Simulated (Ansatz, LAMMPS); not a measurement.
**A faulty run on glassy 40SiO2-28Al2O3-16Li2O-16SrO (mol %) (85 atoms)**

Program: Ansatz 0.2.0. The cell: 10 Si, 14 Al, 8 Li, 4 Sr and 49 O.

The input, input.yaml:

```yaml
crystal:
  lattice:
    - [10.1517, 0.0, 0.0]
    - [0.0, 10.1517, 0.0]
    - [0.0, 0.0, 10.1517]
  atoms:
    - { symbol: Si, position: [0.60666, 0.44243, 0.51993] }
    - { symbol: Si, position: [0.16308, 0.00506, 0.88702] }
    - { symbol: Si, position: [0.7958, 0.18236, 0.75896] }
    - { symbol: Si, position: [0.51736, 0.11611, 0.27874] }
    - { symbol: Si, position: [0.5731, 0.64883, 0.31082] }
    - { symbol: Si, position: [0.59902, 0.33502, 0.93028] }
    - { symbol: Si, position: [0.89203, 0.3748, 0.40271] }
    - { symbol: Si, position: [0.05213, 0.85673, 0.34896] }
    - { symbol: Si, position: [0.26827, 0.30692, 0.28812] }
    - { symbol: Si, position: [0.24946, 0.70307, 0.62635] }
    - { symbol: Al, position: [0.99414, 0.85092, 0.65499] }
    - { symbol: Al, position: [0.9398, 0.50138, 0.99375] }
    - { symbol: Al, position: [0.76647, 0.1325, 0.45214] }
    - { symbol: Al, position: [0.05951, 0.09879, 0.1729] }
    - { symbol: Al, position: [0.37004, 0.74805, 0.9086] }
    - { symbol: Al, position: [0.31094, 0.28664, 0.87491] }
    - { symbol: Al, position: [0.21876, 0.52896, 0.09004] }
    - { symbol: Al, position: [0.41928, 0.96212, 0.55096] }
    [... 61 atom lines left out ...]
    - { symbol: O, position: [0.02942, 0.46923, 0.84251] }
    - { symbol: O, position: [0.66891, 0.30145, 0.06686] }
    - { symbol: O, position: [0.44854, 0.02621, 0.39253] }
    - { symbol: O, position: [0.94483, 0.22947, 0.75315] }
    - { symbol: O, position: [0.76203, 0.40629, 0.49909] }
    - { symbol: O, position: [0.8924, 0.11487, 0.1638] }
kpoints:
  mp_grid: { grid: [1, 1, 1] }
hamiltonian:
  xc: pbe
scf:
  occupations: { method: fixed }
  eigensolver: { kind: { support_functions: { accuracy: medium, radius: 3.04 } } }
  max_iter: 150
output:
  forces: true
  eigenvalues: true
```

On the command line:

```sh
ansatz run input.yaml --threads 4 --pin off --max-ram 8192MiB --backend cpu --events-out ev --progress --plain --runs-dir out
```

Output:

```text
Warning: scf.eigensolver.kind.support_functions: disabling space-group detection — the functions' gradient is summed over unrotated k-points, so no spatial operation reduces the k-mesh or symmetrises the density; time reversal is kept, so that k and −k are solved as one point where they differ and the mesh holds both, and exact exchange and, on two spinor components, a DFT+U term hold to it where the run has them: [...]
Warning: basis.ecutwfc = 464 eV, auto-derived: no grid that the accuracy of the support functions lays serves the files at the lower one that their records recommend; a deck with other species or settings can derive another value
settings of this run that can trade accuracy for cost: scf.eigensolver.kind.support_functions [...]
Engine: ansatz 0.2.0, aarch64-unknown-linux-gnu
Pseudopotentials: kind: paw
Pseudopotential: Si, paw, valence charge 4, recommended cutoff 420 eV (normal), Si.paw.azcp
Pseudopotential: Al, paw, valence charge 3, recommended cutoff 420 eV (normal), Al.paw.azcp
Pseudopotential: Li, paw, valence charge 3, recommended cutoff 420 eV (normal), Li.paw.azcp
Pseudopotential: Sr, paw, valence charge 10, recommended cutoff 420 eV (normal), Sr.paw.azcp
Pseudopotential: O, paw, valence charge 6, recommended cutoff 420 eV (normal), O.paw.azcp
[... 5 lines on functional and potentials left out ...]
Error: SCF: the radius of support functions is under 3.40 Å, the least for these sites at the functions' level (scf.eigensolver.kind.support_functions.accuracy). Use scf.eigensolver.kind: auto, or type scf.eigensolver.kind.support_functions.radius at least as long, [...]
```

Run time: 8 s. Hardware: 4 threads of Arm Neoverse V1, shared host; peak memory 0.32 GiB.

**Question.** What is wrong with this input, and how is it mended?

A radius under the least that the level allows: support_functions.radius = 3.04.

The fix is to use a longer radius.

The run ended with an error.

[Logs are printed without paths, hosts, clocks, repeated set-up lines and the standing remarks that a program may print on its own settings, such as how far it seeks lower states.]

[Hosts, paths, dates, database ids (printed as entryN), source tags and the programs' standing remarks are cut or masked in the printed files.]
